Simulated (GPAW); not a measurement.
Consider TiPO4 (Cmcm).

```xyz
12
Lattice="2.6492 -3.9555 0.0000 2.6492 3.9555 0.0000 0.0000 0.0000 6.3473" Properties=species:S:1:pos:R:3 pbc="T T T"
Ti    0.0000    0.0000    3.1736
Ti    0.0000    0.0000    0.0000
P     2.6492    1.1859    4.7605
P     2.6492   -1.1859    1.5868
O     2.6492   -2.0331    2.8506
O     2.6492    2.0331    6.0242
O     2.6492    2.0331    3.4967
O     2.6492   -2.0331    0.3231
O     1.3734   -0.2927    1.5868
O     3.9251    0.2927    4.7605
O     1.3734    0.2927    4.7605
O     3.9251   -0.2927    1.5868
```

Absorber: atom 3, with 2 O at 1.52 Å and 2 O at 1.56 Å (tetrahedral, site symmetry m2m). Method: GPAW, LDA, excited-electron core hole (neutral cell), 12-atom cell with 4.8 Å between holes, 6×6×5 k points, dipole transitions, Gaussian full width 0.9 eV up to 4 eV, rising linearly to 3.5 eV at 25 eV.

Q: Predict the near-edge structure at the P K edge.

Main maxima up to 24 eV above the zero (height): 1.3 eV (1.23), 3.6 eV (4.96), 6.1 eV (0.63), 11.1 eV (0.84) and 19.3 eV (0.99). A K edge sees empty p states on the absorber. The total-energy difference is 2152.71 eV. One term is added: -15.84 eV, since the hole is spin-paired here and a spin-polarised one costs that much less in the free atom (computed apart). The photon energy is then 2136.87 eV. The functional leaves an error in such absolute values: in the free atom LDA prices this hole 8.5 eV below PBE (computed apart), and PBE is itself good to a few eV.

The P K spectrum (energy from the lowest empty level; intensity scaled to a mean of 1 over the first 20 eV; polarised curves are means over the symmetry-equivalent atoms):

```
E (eV)  isotropic  ε ∥ x  ε ∥ y  ε ∥ z
 -2.00       0.00   0.00   0.00   0.00
 -1.25       0.00   0.00   0.00   0.00
 -0.50       0.07   0.12   0.08   0.03
  0.25       0.52   0.69   0.46   0.41
  1.00       1.06   0.16   1.04   1.97
  1.75       0.99   0.41   0.75   1.81
  2.50       1.19   1.25   1.22   1.11
  3.25       4.05   5.79   4.74   1.62
  4.00       4.04   4.93   4.14   3.06
  4.75       1.11   0.35   0.72   2.26
  5.50       0.53   0.23   0.41   0.94
  6.25       0.62   0.38   0.45   1.05
  7.00       0.49   0.53   0.35   0.58
  7.75       0.48   0.73   0.37   0.35
  8.50       0.48   0.49   0.41   0.56
  9.25       0.52   0.41   0.52   0.62
 10.00       0.61   0.67   0.71   0.44
 10.75       0.80   1.13   0.84   0.43
 11.50       0.81   1.15   0.78   0.50
 12.25       0.68   0.79   0.71   0.54
 13.00       0.61   0.58   0.68   0.57
 13.75       0.59   0.48   0.68   0.61
 14.50       0.61   0.47   0.66   0.71
 15.25       0.68   0.60   0.60   0.84
 16.00       0.76   0.81   0.57   0.90
 16.75       0.84   0.98   0.62   0.91
 17.50       0.89   1.01   0.74   0.94
 18.25       0.94   0.92   0.87   1.04
 19.00       0.98   0.78   0.97   1.20
 19.75       0.98   0.66   0.98   1.29
 20.50       0.90   0.57   0.92   1.21
 21.25       0.77   0.51   0.82   0.99
 22.00       0.64   0.46   0.71   0.76
 22.75       0.55   0.42   0.61   0.62
 23.50       0.50   0.40   0.55   0.54
 24.25       0.47   0.40   0.53   0.47
 25.00       0.44   0.41   0.51   0.41
 25.75       0.42   0.43   0.50   0.34
 26.50       0.40   0.44   0.47   0.31
 27.25       0.39   0.44   0.43   0.30
 28.00       0.38   0.45   0.40   0.31
 28.75       0.39   0.45   0.37   0.34
 29.50       0.40   0.45   0.36   0.38
 30.25       0.42   0.46   0.36   0.43
 31.00       0.44   0.48   0.37   0.48
 31.75       0.46   0.49   0.38   0.51
```

The unit cell's mesh shows no gap over 0.35 eV. That is right for a metallic compound; for a small-gap or correlated insulator it would be the fault of the functional or of the assumed magnetic order, and the hole would be screened too well. The holes are only 4.8 Å apart, so the shape is probably not converged with cell size; no larger cell was run here. The mesh is coarse (0.24 Å⁻¹ between points), so small maxima may be mesh ripples. The structure is a published determination, not relaxed.

[Banner, clock and machine lines of the logs are left out without a mark of their own.]

[Logs are printed without paths, hosts, clocks, repeated set-up lines and the standing remarks that a program may print on its own settings, such as how far it seeks lower states.]

[Hosts, paths, dates, database ids (printed as entryN), source tags and the programs' standing remarks are cut or masked in the printed files.]

[Lists of maxima count a maximum above −3 eV only where it reaches 4 % of the highest in the window and stands out from its surroundings by 2 % of it (1.5 % where it reaches 55 %); shoulders and weaker maxima are passed over, and of the rest the first, up to two pre-edge ones and the few strongest are named.]
